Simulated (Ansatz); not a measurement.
# How GeN (hypothetical, Fm-3m) expands on warming

How much does GeN (hypothetical) expand with temperature? The crystal structure is hypothetical: it was made by swapping elements on a known structure type.

Main program and level: Ansatz 0.2.0; DFT PBE, scalar-relativistic, plane waves, PAW.

### 1. Set-up

The structure is cubic, space group Fm-3m (No. 225). The conventional cell has a = 4.664 Å, b = 4.664 Å, c = 4.664 Å, α = 90.00°, β = 90.00°, γ = 90.00°. Ge has 6 N at 2.33 Å nearest. Nearest to N lie 6 Ge at 2.33 Å. Farther neighbours and most contacts between anions are not listed.

### 2. A first coarse run

Before spending time, one coarse run tells the gap and the pressure of the starting cell.

The input, input.yaml:

```yaml
crystal:
  lattice:
    - [0.0, 2.33198, 2.33198]
    - [2.33198, 0.0, 2.33198]
    - [2.33198, 2.33198, 0.0]
  atoms:
    - { symbol: Ge, position: [0.0, 0.0, 0.0] }
    - { symbol: "N", position: [0.5, 0.5, 0.5] }
kpoints:
  mp_grid: { grid: [6, 6, 6] }
hamiltonian:
  xc: pbe
scf:
  occupations: { method: gaussian, width: 0.1 }
output:
  forces: true
  stress: true
  eigenvalues: true
```

Started as:

```sh
$ ansatz run input.yaml --threads 4 --pin off --max-ram 8192MiB --backend cpu --events-out ev --progress --plain --runs-dir out
```

Numbers of over 12 decimals in the logs are rounded to 6 here.

The log of the run:

```text
Engine: ansatz 0.2.0, aarch64-unknown-linux-gnu
Pseudopotentials: kind: paw
Pseudopotential: Ge, paw, valence charge 14, recommended cutoff 420 eV (normal), Ge.paw.azcp
Pseudopotential: N, paw, valence charge 5, recommended cutoff 420 eV (normal), N.paw.azcp
Functional definition: PBE
  parameter kappa = 0.804
  parameter beta = 0.066725
  exchange = pbe_x(kappa = kappa, mu = beta*pi^2/3)
  correlation = pbe_c(beta = beta)
Crystal: 2 atoms, lattice volume = 25.363 Å³
Basis set: ecut = 420 eV, 531 PW (Γ), exchange–correlation on 48×48×48 points (8 copies of the dense FFT grid, shifted against one another)
Bands: 14, of which v1, the nominal top of the filled ones, is band 10 counted from 1 (9 counted from 0)
Symmetry: 48 space group operations
Space group: Fm-3m (ITA 225), of the structure as read, at distance tolerance 2.9e-5 Å
k-points: 16 of 216
Non-local potential: Ge, projectors of the file, l = 0: 2, l = 1: 2, l = 2: 3, l = 3: 1
Non-local potential: N, projectors of the file, l = 0: 2, l = 1: 2, l = 2: 1
PAW form: soft (Blöchl's): semilocal exchange-correlation on the pseudo side does not see the compensation charge
PAW one-centre angular grid: Ge, 590 points (default); XC on 64 Gauss nodes
PAW one-centre angular grid: N, 110 points (default); XC on 64 Gauss nodes
Initial density: superposition of atomic densities (neutral atoms: chi_scale 0, normalization atom), corrected by the library's trained network
Initial wavefunctions: pseudopotential atomic-orbital guess
Functional: x = pbe(κ = 0.804, μ = 0.219515), c = pbe(β = 0.066725)
SCF iter   1: F=—  HF=-4677.426496 eV  |F-HF|=—  |Δ(HF+E_count)|=         —  Δρ=1.19e-3  dr2=2.15e-4  ethr=1.77e-3  ⟨swp⟩=5.1  Hψ=1051  notcnv=0
preconditioner: auto → none  [metal: Δε(μ)=0.026 eV  Ē_g=22.272 eV  σ=0.100 eV  W_gap=0.14  n_scr=8 (ndim 8)  ℏωp=32.1 eV  f_vac=0.000  D(μ)=1.90/eV (n_scr^D=14)  sad-step TF]
SCF iter   2: F=—  HF=-4677.426291 eV  |F-HF|=—  |Δ(HF+E_count)|=   2.06e-4  Δρ=7.54e-4  dr2=9.95e-5  ethr=1.13e-6  ⟨swp⟩=2.1  Hψ=428  notcnv=0
SCF iter   3: F=—  HF=-4677.426337 eV  |F-HF|=—  |Δ(HF+E_count)|=   4.65e-5  Δρ=1.23e-4  dr2=3.69e-6  ethr=5.24e-7  ⟨swp⟩=2.4  Hψ=294  notcnv=0
SCF iter   4: F=—  HF=-4677.426335 eV  |F-HF|=—  |Δ(HF+E_count)|=   2.21e-6  Δρ=5.39e-5  dr2=5.55e-7  ethr=1.94e-8  ⟨swp⟩=2.1  Hψ=360  notcnv=0
iter 5 did not close the SCF: its close was put off for the readings that it lacked (scf_convergence_deferred on its scf_iter line)
SCF iter   5: F=-4677.426335 eV  HF=-4677.426335 eV  |F-HF|=5.12e-8  |Δ(HF+E_count)|=   1.98e-7  Δρ=1.23e-5  dr2=9.20e-9  ethr=2.92e-9  ⟨swp⟩=2.0  Hψ=368  notcnv=0
SCF iter   6: F=-4677.426335 eV  HF=-4677.426335 eV  |F-HF|=8.46e-10  |Δ(HF+E_count)|=   5.32e-8  Δρ=1.54e-6  dr2=1.95e-10  ethr=4.84e-11  ⟨swp⟩=2.2  Hψ=651  notcnv=0
SCF 1 converged in 6 iterations: F = -4677.426335 eV  dr2 = 1.95e-10
  greatest PAW one-centre occupation: 0.999 electrons in one spin orbital (limit 2), on the Ge atom at site 0 (counted from 0), in its partial waves of l = 2
SCF converged after 6 iterations
Free energy (F): -4677.426335 eV
Harris-Foulkes:  -4677.426335 eV  (|F-HF|=8.46e-10)
Internal energy: -4677.416772 eV  (E = F + TS)
E sigma→0 (E₀):  -4677.421553 eV
Entropy (-TS):   -0.009564 eV (-4.782 meV/atom)
Fermi energy:    10.937262 eV
--- Per-component energies (eV) ---
  E_band       = -105.073688
  E_kinetic    = 234.024227
  E_local      = -2255.770277  (includes V_loc(G=0)·N_el)
  E_nonlocal   = 461.700157
  E_hartree    = 959.348546
  E_xc         = -133.835341
  E_vxc        = -138.494020  (∫ρ·V_xc dr)
  E_paw        = -2143.195951  (= ΣΔE_a)
  E_vpaw       = -325.231461  (= ΣTr[D̂ρ^β])
  E_aug_tail   = 0.000679  (compensation charges beyond the density's cutoff)
  E_ewald      = -1799.688811
  E_smearing   = -0.009564  (= −TS)
  E_closure    = 0.000000  (closes the sum)
  Σ components = -4677.426335   (vs F -4677.426335, Δ=0.00e0)
--- Forces (eV/Å), atoms counted from 1 ---
  atom   1  Ge    -0.00000000    -0.00000000     0.00000000
  atom   2  N      0.00000000    -0.00000000     0.00000000
  max |Σ_I F_I| component: 8.55e-30 eV/Å
--- Stress (GPa, compression-positive) ---
      -13.602878      -0.000000       0.000000
        0.000000     -13.602878      -0.000000
       -0.000000       0.000000     -13.602878
  P = ⅓ Tr σ = -13.6029 GPa (-136.029 kbar)
--- Band table (eV; the first three rows and the last of 16) ---
  k-point 0: bands = [... 6 lower, 6.9707, 8.8624, 8.8624, 8.8624, 18.8887, 18.8887, 18.8887, 21.4593]
  k-point 1: bands = [... 6 lower, 5.0630, 8.8652, 8.8652, 10.2456, 16.6801, 17.4326, 17.4326, 21.0743]
  k-point 2: bands = [... 6 lower, 2.4265, 8.9159, 8.9159, 11.4447, 14.4513, 15.5567, 15.5567, 21.4529]
  k-point 15: bands = [... 6 lower, 3.6711, 4.2513, 5.7544, 9.9822, 16.1251, 16.7690, 17.5404, 20.8086]
```

Wall time 0.26 s (4 threads of Arm Neoverse V2, shared host); peak memory 0.27 GiB; 0.63 s of CPU time.

In the SCF lines HF is the Harris–Foulkes energy and dr2 the Hartree energy of the density residual, in eV; the loop may stop once dr2 is under the threshold and the program's other checks hold. Hψ counts applications of the Hamiltonian.

This run has no spin polarisation although its electron count is odd.

This step gave:

```yaml
pressure: -13.60 GPa
volume_per_atom: 12.68 Å³
gap_on_the_k_mesh: 0 eV
```

The start is under -14 GPa at this level and looks like a metal on this mesh.

### 3. A loose first relaxation

The start is far from rest, so a relaxation with loose thresholds first brings it near the minimum.

input.yaml: that of step 2 with these lines changed.

```diff
@@ -9,3 +9,3 @@
 kpoints:
-  mp_grid: { grid: [6, 6, 6] }
+  mp_grid: { grid: [8, 8, 8] }
 hamiltonian:
@@ -18 +18,6 @@
   eigenvalues: true
+relax:
+  adjacent_minimum: "off"
+  f_tol: 0.05
+  max_steps: 80
+  cell: { stress_tol: 0.5 }
```

The log of the run:

```text
[...]
Crystal: 2 atoms, lattice volume = 25.363 Å³
Basis set: ecut = 420 eV, 531 PW (Γ), exchange–correlation on 48×48×48 points (8 copies of the dense FFT grid, shifted against one another)
Bands: 14, of which v1, the nominal top of the filled ones, is band 10 counted from 1 (9 counted from 0)
Symmetry: 48 space group operations
[...]
k-points: 29 of 512
[...]
SCF iter   1: F=—  HF=-4677.490541 eV  |F-HF|=—  |Δ(HF+E_count)|=         —  Δρ=1.21e-3  dr2=2.76e-4  ethr=1.77e-3  ⟨swp⟩=5.0  Hψ=1875  notcnv=0
[...]
SCF iter   6: F=-4677.490402 eV  HF=-4677.490402 eV  |F-HF|=1.06e-10  |Δ(HF+E_count)|=   3.59e-9  Δρ=1.59e-6  dr2=6.06e-10  ethr=8.19e-11  ⟨swp⟩=1.6  Hψ=1282  notcnv=0
SCF 1 converged in 6 iterations: F = -4677.490402 eV  dr2 = 6.06e-10
[...]
relax step   1: F+E_penalty+E_count = -4677.49040152 eV  Δ(F+E_penalty+E_count) = +0.000e0 eV  max|allowed force component| = 4.109e-30 eV/Å  Δτ_max = 0.0000 Å  P = -13.973 GPa  Ω = 25.363 Å³  (6 SCF iters, dr2 threshold 1.00e-7 eV, accepted)
Crystal: 2 atoms, lattice volume = 22.744 Å³
Basis set: ecut = 420 eV, 459 PW (Γ), exchange–correlation on 48×48×48 points (8 copies of the dense FFT grid, shifted against one another)
[...]
iter 1 solved again at ethr=2.25e-4 eV; its pass at ethr=3.10e-3 eV (dr2=4.28e-2 eV) is discarded
[...]
SCF iter   6: F=-4677.626133 eV  HF=-4677.626133 eV  |F-HF|=1.26e-9  |Δ(HF+E_count)|=   1.78e-8  Δρ=2.89e-6  dr2=6.71e-10  ethr=8.18e-11  ⟨swp⟩=1.3  Hψ=1209  notcnv=0
SCF 2 converged in 6 iterations: F = -4677.626133 eV  dr2 = 6.71e-10
relax step   2: F+E_penalty+E_count = -4677.62613258 eV  Δ(F+E_penalty+E_count) = -1.357e-1 eV  max|allowed force component| = 2.235e-30 eV/Å  Δτ_max = 0.0000 Å  P = -0.526 GPa  Ω = 22.744 Å³  energy of the carried Pulay correction = +5.881e-3 eV  (6 SCF iters, dr2 threshold 2.00e-7 eV, accepted)
Crystal: 2 atoms, lattice volume = 22.653 Å³
[...]
SCF iter   6: F=-4677.626469 eV  HF=-4677.626469 eV  |F-HF|=1.82e-12  |Δ(HF+E_count)|=  2.36e-11  Δρ=1.21e-7  dr2=1.13e-12  ethr=1.00e-12  ⟨swp⟩=1.0  Hψ=929  notcnv=0
SCF 3 converged in 6 iterations: F = -4677.626469 eV  dr2 = 1.13e-12
relax step   3: F+E_penalty+E_count = -4677.62646856 eV  Δ(F+E_penalty+E_count) = -3.360e-4 eV  max|allowed force component| = 3.616e-30 eV/Å  Δτ_max = 0.0000 Å  P = +0.112 GPa  Ω = 22.653 Å³  energy of the carried Pulay correction = +6.098e-3 eV  (6 SCF iters, dr2 threshold 2.00e-7 eV, accepted)
[...]
SCF iter   6: F=-4677.622560 eV  HF=-4677.622560 eV  |F-HF|=0.00e0  |Δ(HF+E_count)|=  1.73e-11  Δρ=3.35e-8  dr2=1.11e-13  ethr=1.00e-12  ⟨swp⟩=2.0  Hψ=1029  notcnv=0
SCF 4 converged in 6 iterations: F = -4677.622560 eV  dr2 = 1.11e-13
relax step   4: F+E_penalty+E_count = -4677.62256030 eV  Δ(F+E_penalty+E_count) = +3.908e-3 eV  max|allowed force component| = 1.824e-30 eV/Å  Δτ_max = 0.0000 Å  P = -0.111 GPa  Ω = 22.653 Å³  stress off target by 1.11e-1 GPa  SCF on the basis re-selected at this cell (its energy is not comparable with the rows above)  (6 SCF iters)
basis re-selected at this cell: Δ(F+E_penalty+E_count) = +3.908e-3 eV, ΔP = -0.224 GPa vs the last step (what re-selecting the basis moved, of the pressure what is left beyond the Pulay correction that the steps carried, after the strain that the cell walked since its last selection, with what the two solves' SCF thresholds leave and, on support functions, any second-order correction that the steps lacked; it is no m [...]
SCF converged after 6 iterations
Free energy (F): -4677.622560 eV
[...]
Internal energy: -4677.617000 eV  (E = F + TS)
E sigma→0 (E₀):  -4677.619780 eV
Entropy (-TS):   -0.005560 eV (-2.780 meV/atom)
Fermi energy:    13.361295 eV
[...]
--- Stress (GPa, compression-positive) ---
       -0.111463      -0.000000      -0.000000
       -0.000000      -0.111463       0.000000
       -0.000000      -0.000000      -0.111463
  P = ⅓ Tr σ = -0.1115 GPa (-1.115 kbar)
--- Band table (eV; the first three rows and the last of 29) ---
  k-point 0: bands = [... 6 lower, 9.6702, 10.4203, 10.4203, 10.4203, 21.7834, 21.7834, 21.7834, 23.5826]
  k-point 1: bands = [... 6 lower, 7.7602, 10.4175, 10.4175, 11.9727, 19.9417, 20.6065, 20.6065, 23.4276]
  k-point 2: bands = [... 6 lower, 5.3730, 10.4324, 10.4324, 13.2673, 17.8549, 18.8232, 18.8232, 23.4490]
  k-point 28: bands = [... 6 lower, 4.9177, 6.0015, 6.0015, 13.3496, 17.3513, 19.5583, 19.5583, 25.9074]
--- Relaxed structure (3 steps of the walk, 3 accepted, 1 SCFs on fresh bases) ---
  F+E_penalty+E_count = -4677.62256030 eV   max|allowed force component| = 1.824e-30 eV/Å   (the final SCF, on the basis selected at the relaxed cell)
  cell:  # Å, volume = 22.6526 Å³
    - [0, 2.245758, 2.245758]
    - [2.245758, 0, 2.245758]
    - [2.245758, 2.245758, 0]
  atoms:
    - { symbol: Ge, position: [0, 0, 0] }
    - { symbol: N, position: [0.5, 0.5, 0.5] }
```

Elapsed: 1.1 s, on 4 threads; peak memory 0.29 GiB.

Step by step:

| step | energy less that of the first step (eV) | largest force component (eV/Å) | pressure (GPa) | volume (Å³) |
| --- | --- | --- | --- | --- |
| 1 | 0.0000 | 0.0000 | -13.97 | 25.36 |
| 2 | -0.1357 | 0.0000 | -0.53 | 22.74 |
| 3 | -0.1361 | 0.0000 | 0.11 | 22.65 |
| 4* | -0.1322 | 0.0000 | -0.11 | 22.65 |

Relaxation steps marked * repeat the geometry before them on a plane-wave basis chosen anew for their cell, so energy and pressure can jump there.

Forces are held to the 48 operations that the run works with; a distortion that breaks them can't arise in this run.

| conventional cell, symmetrised | before | after | change |
| --- | --- | --- | --- |
| a (Å) | 4.664 | 4.492 | -3.7 % |
| b (Å) | 4.664 | 4.492 | -3.7 % |
| c (Å) | 4.664 | 4.492 | -3.7 % |
| volume (Å³/atom) | 12.68 | 11.33 | -10.7 % |

The relaxed structure:

```xyz
2
Lattice="0.0000 2.2458 2.2458 2.2458 0.0000 2.2458 2.2458 2.2458 0.0000" Properties=species:S:1:pos:R:3 pbc="T T T"
Ge    0.0000    0.0000    0.0000
N     2.2458    2.2458    2.2458
```

Numbers from this step:

* pressure: -0.1115 GPa
* volume per atom: 11.33 Å³

The relaxation ends with a pressure of -0.11 GPa.

### 4. Finding the static equilibrium

Phonons are second derivatives about a minimum, so cell and atoms are relaxed first, inside the symmetry of the start.

The input, input.yaml:

```yaml
crystal:
  lattice:
    - [0.0, 2.2457576898, 2.2457576898]
    - [2.2457576898, 0.0, 2.2457576898]
    - [2.2457576898, 2.2457576898, 0.0]
  atoms:
    - { symbol: Ge, position: [0.0, 0.0, 0.0] }
    - { symbol: "N", position: [0.5, 0.5, 0.5] }
kpoints:
  mp_grid: { grid: [16, 16, 16] }
hamiltonian:
  xc: pbe
scf:
  occupations: { method: gaussian, width: 0.1 }
output:
  forces: true
  stress: true
  eigenvalues: true
  write_density: true
  write_potential: true
  elf: true
  volumetric_format: npy
relax:
  adjacent_minimum: "off"
  f_tol: 0.005
  max_steps: 80
  cell: { stress_tol: 0.05 }
```

The log of the run:

```text
[...]
Crystal: 2 atoms, lattice volume = 22.653 Å³
Basis set: ecut = 420 eV, 459 PW (Γ), exchange–correlation on 48×48×48 points (8 copies of the dense FFT grid, shifted against one another)
Bands: 14, of which v1, the nominal top of the filled ones, is band 10 counted from 1 (9 counted from 0)
Symmetry: 48 space group operations
[...]
k-points: 145 of 4096
[...]
SCF iter   1: F=—  HF=-4677.627734 eV  |F-HF|=—  |Δ(HF+E_count)|=         —  Δρ=3.78e-3  dr2=3.50e-3  ethr=1.77e-3  ⟨swp⟩=5.0  Hψ=9400  notcnv=0
[...]
SCF iter   7: F=-4677.626817 eV  HF=-4677.626817 eV  |F-HF|=5.48e-9  |Δ(HF+E_count)|=   1.16e-7  Δρ=4.95e-6  dr2=2.28e-9  ethr=5.26e-10  ⟨swp⟩=7.5  Hψ=10718  notcnv=0
SCF 1 converged in 7 iterations: F = -4677.626817 eV  dr2 = 2.28e-9
[...]
relax step   1: F+E_penalty+E_count = -4677.62681745 eV  Δ(F+E_penalty+E_count) = +0.000e0 eV  max|allowed force component| = 3.320e-30 eV/Å  Δτ_max = 0.0000 Å  P = -0.305 GPa  Ω = 22.653 Å³  (7 SCF iters, dr2 threshold 1.00e-7 eV, accepted)
Crystal: 2 atoms, lattice volume = 22.617 Å³
[...]
SCF iter   6: F=-4677.626950 eV  HF=-4677.626950 eV  |F-HF|=9.09e-13  |Δ(HF+E_count)|=  1.00e-11  Δρ=4.80e-8  dr2=1.77e-13  ethr=1.00e-12  ⟨swp⟩=3.1  Hψ=7398  notcnv=0
SCF 2 converged in 6 iterations: F = -4677.626950 eV  dr2 = 1.77e-13
relax step   2: F+E_penalty+E_count = -4677.62694962 eV  Δ(F+E_penalty+E_count) = -1.322e-4 eV  max|allowed force component| = 2.695e-30 eV/Å  Δτ_max = 0.0000 Å  P = -0.053 GPa  Ω = 22.617 Å³  energy of the carried Pulay correction = +9.277e-5 eV  (6 SCF iters, dr2 threshold 2.00e-7 eV, accepted)
Crystal: 2 atoms, lattice volume = 22.610 Å³
[...]
SCF iter   6: F=-4677.626970 eV  HF=-4677.626970 eV  |F-HF|=0.00e0  |Δ(HF+E_count)|=    0.00e0  Δρ=8.93e-9  dr2=5.38e-15  ethr=1.00e-12  ⟨swp⟩=3.0  Hψ=6685  notcnv=0
SCF 3 converged in 6 iterations: F = -4677.626970 eV  dr2 = 5.38e-15
relax step   3: F+E_penalty+E_count = -4677.62697022 eV  Δ(F+E_penalty+E_count) = -2.060e-5 eV  max|allowed force component| = 4.856e-30 eV/Å  Δτ_max = 0.0000 Å  P = +0.000 GPa  Ω = 22.610 Å³  energy of the carried Pulay correction = +1.122e-4 eV  (6 SCF iters, accepted)
[...]
SCF iter   8: F=-4677.626819 eV  HF=-4677.626819 eV  |F-HF|=1.82e-12  |Δ(HF+E_count)|=  1.82e-12  Δρ=1.11e-10  dr2=1.17e-18  ethr=1.00e-12  ⟨swp⟩=2.0  Hψ=5158  notcnv=0
SCF 4 converged in 8 iterations: F = -4677.626819 eV  dr2 = 1.17e-18
relax step   4: F+E_penalty+E_count = -4677.62681852 eV  Δ(F+E_penalty+E_count) = +1.517e-4 eV  max|allowed force component| = 2.021e-30 eV/Å  Δτ_max = 0.0000 Å  P = -0.006 GPa  Ω = 22.610 Å³  stress off target by 6.24e-3 GPa  SCF on the basis re-selected at this cell (its energy is not comparable with the rows above)  (8 SCF iters)
[...]
SCF converged after 8 iterations
Free energy (F): -4677.626819 eV
[...]
Internal energy: -4677.623449 eV  (E = F + TS)
E sigma→0 (E₀):  -4677.625134 eV
Entropy (-TS):   -0.003369 eV (-1.685 meV/atom)
Fermi energy:    13.226196 eV
[...]
--- Stress (GPa, compression-positive) ---
       -0.006236      -0.000000       0.000000
       -0.000000      -0.006236      -0.000000
        0.000000      -0.000000      -0.006236
  P = ⅓ Tr σ = -0.0062 GPa (-0.062 kbar)
--- Band table (eV; the first three rows and the last of 145) ---
  k-point 0: bands = [... 6 lower, 9.7159, 10.4358, 10.4358, 10.4358, 21.8401, 21.8401, 21.8401, 23.6233]
  k-point 1: bands = [... 6 lower, 8.9216, 10.4350, 10.4350, 11.1423, 21.1906, 21.4667, 21.4667, 23.5808]
  k-point 2: bands = [... 6 lower, 7.7898, 10.4331, 10.4331, 12.0049, 19.9894, 20.6585, 20.6585, 23.4754]
  k-point 144: bands = [... 6 lower, 4.9485, 6.0169, 6.0169, 13.3807, 17.3995, 19.5942, 19.5942, 25.9596]
--- Relaxed structure (3 steps of the walk, 3 accepted, 1 SCFs on fresh bases) ---
[...]
cell:  # Å, volume = 22.6100 Å³
    - [0, 2.244347, 2.244347]
    - [2.244347, 0, 2.244347]
    - [2.244347, 2.244347, 0]
  atoms:
    - { symbol: Ge, position: [0, 0, 0] }
    - { symbol: N, position: [0.5, 0.5, 0.5] }
```

Run time: 3.1 s. Hardware: 4 threads; peak memory 0.35 GiB.

Little changed from the start: no atom moved by 0.005 Å and no cell edge by 0.1 %.

Numbers from this step:

```
pressure        : -0.006236 GPa
volume per atom : 11.30 Å³
```

Electrostatic potential energy in the ac plane of the conventional cell at fractional y = 0.000, with atoms of Ge and N within 0.2 Å of it. With pseudopotentials it is smooth inside the atoms' cores, unlike the true potential.

Ten even steps from '0' (-47 eV) to '9' (13 eV), each cell a mean:
```
23589610389743
45799865799864
78999999999987
99999988999999
89999755689998
15998533469973
01897421358950
03897432358961
57998644579986
99999877899999
89999999999998
56899988999975
34699731599853
13589500189742
```
Columns run along a (4.5 Å; values clipped at the 3rd and 97th percentile), rows up along c (4.5 Å), edges of the conventional cell, whose origin can differ from the input's. Atoms in or near the plane, at fractional coordinates: Ge at (0.00, 0.00), Ge at (0.50, 0.50), N at (0.50, 0.00), N at (0.00, 0.50).

Valence density in the ac plane of the conventional cell at fractional y = 0.000, with atoms of Ge and N within 0.2 Å of it. It is the smooth field of the valence electrons, not physical close to the nuclei.

Ten steps, logarithmic in the rise over the least value, from '0' (0 e/Å³) to '9' (42 e/Å³), each cell a mean:
```
86211344321137
42100133210013
11000011100001
10000011000001
21000122100012
43101266410123
44211489621134
43211378621134
32100134210013
11000011100001
10000011000001
21000122100012
64101234310126
96211344421148
```
Columns run along a (4.5 Å), rows up along c (4.5 Å), edges of the conventional cell, whose origin can differ from the input's. Atoms in or near the plane, at fractional coordinates: Ge at (0.00, 0.00), Ge at (0.50, 0.50), N at (0.50, 0.00), N at (0.00, 0.50).

ELF in the ac plane of the conventional cell at fractional y = 0.000, with atoms of Ge and N within 0.2 Å of it. It is the smooth field of the valence electrons, not physical close to the nuclei.

Ten even steps from '_' (0.04) to '@' (0.78), each cell a mean:
```
__..--==##@@**++@@@@++==::__
::------++@@@@@@@@##==----::
====::..::++##%%##==..::--==
**++--....--======::....==++
@@%%**--::----------::==##@@
%%@@%%++==--..__::--==##@@@@
::%%@@**==::______--==%%@@++
++@@@@++==::____..--==##@@**
@@@@##==----::::------++@@@@
%%##==..::--======::..::++##
====::....==++**++--....--==
------::==##@@@@%%**--::----
__::--==##@@@@%%@@%%++==--..
____--==%%@@++::%%@@**==::__
```
Columns run along a (4.5 Å), rows up along c (4.5 Å), edges of the conventional cell, whose origin can differ from the input's. Atoms in or near the plane, at fractional coordinates: Ge at (0.00, 0.00), Ge at (0.50, 0.50), N at (0.50, 0.00), N at (0.00, 0.50).

[end of part 1 of 3]

[Logs are printed without paths, hosts, clocks, repeated set-up lines and the standing remarks that a program may print on its own settings, such as how far it seeks lower states.]

[Hosts, paths, dates, database ids (printed as entryN), source tags and the programs' standing remarks are cut or masked in the printed files.]

[A step with changed settings may run another functional than the one named; its input shows which.]
